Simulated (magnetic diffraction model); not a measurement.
# NaCeN₄O₁₂ below its ordering temperature

Space group P2_1 (no. 4), a = 6.6910 Å, b = 8.2060 Å, c = 7.4480 Å, β = 92.77°.

| site | atom | x | y | z |
| --- | --- | --- | --- | --- |
| 2a | Ce | 0.2589 | 0.9988 | 0.7632 |
| 2a | Na | 0.7575 | 0.8082 | 0.7259 |
| 2a | O | 0.4149 | 0.7315 | 0.8224 |
| 2a | O | 0.1846 | 0.5214 | 0.8568 |
| 2a | O | 0.9508 | 0.0895 | 0.6549 |
| 2a | O | 0.5393 | 0.0439 | 0.9344 |
| 2a | O | 0.3248 | 0.7322 | 0.3434 |
| 2a | O | 0.4729 | 0.9482 | 0.5301 |
| 2a | O | 0.1827 | 0.2340 | 0.9238 |
| 2a | O | 0.0628 | 0.9010 | 0.9736 |
| 2a | O | 0.6732 | 0.7628 | 0.3988 |
| 2a | O | 0.0359 | 0.8812 | 0.2734 |
| 2a | O | 0.5233 | 0.4510 | 0.7888 |
| 2a | O | 0.1184 | 0.7984 | 0.5642 |
| 2a | N | 0.3961 | 0.5788 | 0.8974 |
| 2a | N | 0.5091 | 0.8501 | 0.3835 |
| 2a | N | 0.1066 | 0.7407 | 0.3964 |
| 2a | N | 0.0571 | 0.3763 | 0.8976 |

This is a made-up structure (elements placed in a structure type, unrelaxed), so the numbers test the method and describe no known phase.

Only Ce is taken to order (form factors of Ce3+); orders and moment sizes are assumed, and not adapted to the symmetry. Radiation: neutrons of λ = 1.8 Å, 5° to 30°; isotropic B of 0.29 Å² (Ce), 0.47 Å² (Na), 0.4 Å² (O) and 0.56 Å² (N). The intensities are simulated: I ∝ L Σ (|F_N|² + |F_M⊥|²) for unpolarised neutrons, with F_M = 2.695 fm/μB × Σ f(s) S exp(2πi Q·r) exp(−B s²) at Q = H ± k (one set where k and −k are equivalent), only the part normal to Q counting and L = 1/(sin²θ cos θ). For collinear order S is the moment m, which repeats by lattice and centring translations R with the sign exp(−2πi k·R). Form factors are spin-only for 3d ions and dipole or tabulated for f ions, scattering lengths are Sears's of 1992, and absorption is left out. A label names one of the reflections at its angle. The strongest nuclear line in the range is 100, and lines under 0.2 are left out.

Above the ordering temperature:

| 2θ (°) | index | I |
| --- | --- | --- |
| 13.90 | (0 0 1) | 0.2 |
| 15.48 | (1 0 0) | 1.0 |
| 18.80 | (0 1 1) | 100.0 |
| 20.00 | (1 1 0) | 23.2 |
| 20.35 | (1 0 -1) | 2.8 |
| 21.36 | (1 0 1) | 13.0 |
| 24.00 | (1 1 -1) | 33.8 |
| 24.87 | (1 1 1) | 20.3 |
| 25.34 | (0 2 0) | 26.3 |
| 28.00 | (0 0 2) | 0.9 |
| 29.01 | (0 2 1) | 54.9 |
| 29.83 | (1 2 0) | 18.7 |

Below it (cell unchanged):

```csv
2θ (°),I
12.59,2.6
13.90,2.3
15.48,1.0
18.80,100.0
20.00,23.2
20.35,2.8
21.36,13.0
24.00,34.6
24.87,21.0
25.34,26.3
28.00,0.9
29.01,55.8
29.83,19.3
```

**Question.** Find the propagation vector, then choose among these models:
A. collinear moments along [100], 1.3 μB on Ce; signs + at (0.2589, 0.9988, 0.7632), + at (0.7411, 0.4988, 0.2368)
B. collinear moments along [100], 1.3 μB on Ce; signs + at (0.2589, 0.9988, 0.7632), − at (0.7411, 0.4988, 0.2368)
C. collinear moments along [101], 1.3 μB on Ce; signs + at (0.2589, 0.9988, 0.7632), + at (0.7411, 0.4988, 0.2368)
D. collinear moments along [101], 1.3 μB on Ce; signs + at (0.2589, 0.9988, 0.7632), − at (0.7411, 0.4988, 0.2368)

No line moves, and magnetic intensity falls on nuclear lines such as the one at 13.90°; new lines at (0 1 0) have whole indices that obey the lattice centring, at places with no nuclear intensity to speak of, so the magnetic cell equals the chemical primitive cell: k = 0.

Magnetic intensity, observed (below minus above) and for each model:

| 2θ (°) | index | observed | A | B | C | D |
| --- | --- | --- | --- | --- | --- | --- |
| 12.59 | (0 1 0) | 2.6 | <0.2 | 2.6 | <0.2 | 2.6 |
| 13.90 | (0 0 1) | 2.1 | <0.2 | 2.1 | <0.2 | 0.9 |
| 15.48 | (1 0 0) | <0.2 | <0.2 | <0.2 | <0.2 | 0.9 |
| 18.80 | (0 1 1) | <0.2 | 2.2 | <0.2 | 1.5 | <0.2 |
| 20.00 | (1 1 0) | <0.2 | 0.8 | <0.2 | 1.4 | <0.2 |
| 20.35 | (1 0 -1) | <0.2 | 0.4 | <0.2 | 0.9 | <0.2 |
| 24.00 | (1 1 -1) | 0.8 | <0.2 | 0.8 | <0.2 | 1.3 |
| 29.01 | (0 2 1) | 0.9 | <0.2 | 0.9 | <0.2 | 0.8 |

Model B matches.

The structure used: k = (0 0 0), collinear moments along [100], 1.3 μB on Ce; signs + at (0.2589, 0.9988, 0.7632), − at (0.7411, 0.4988, 0.2368).

[Logs are printed without paths, hosts, clocks, repeated set-up lines and the standing remarks that a program may print on its own settings, such as how far it seeks lower states.]
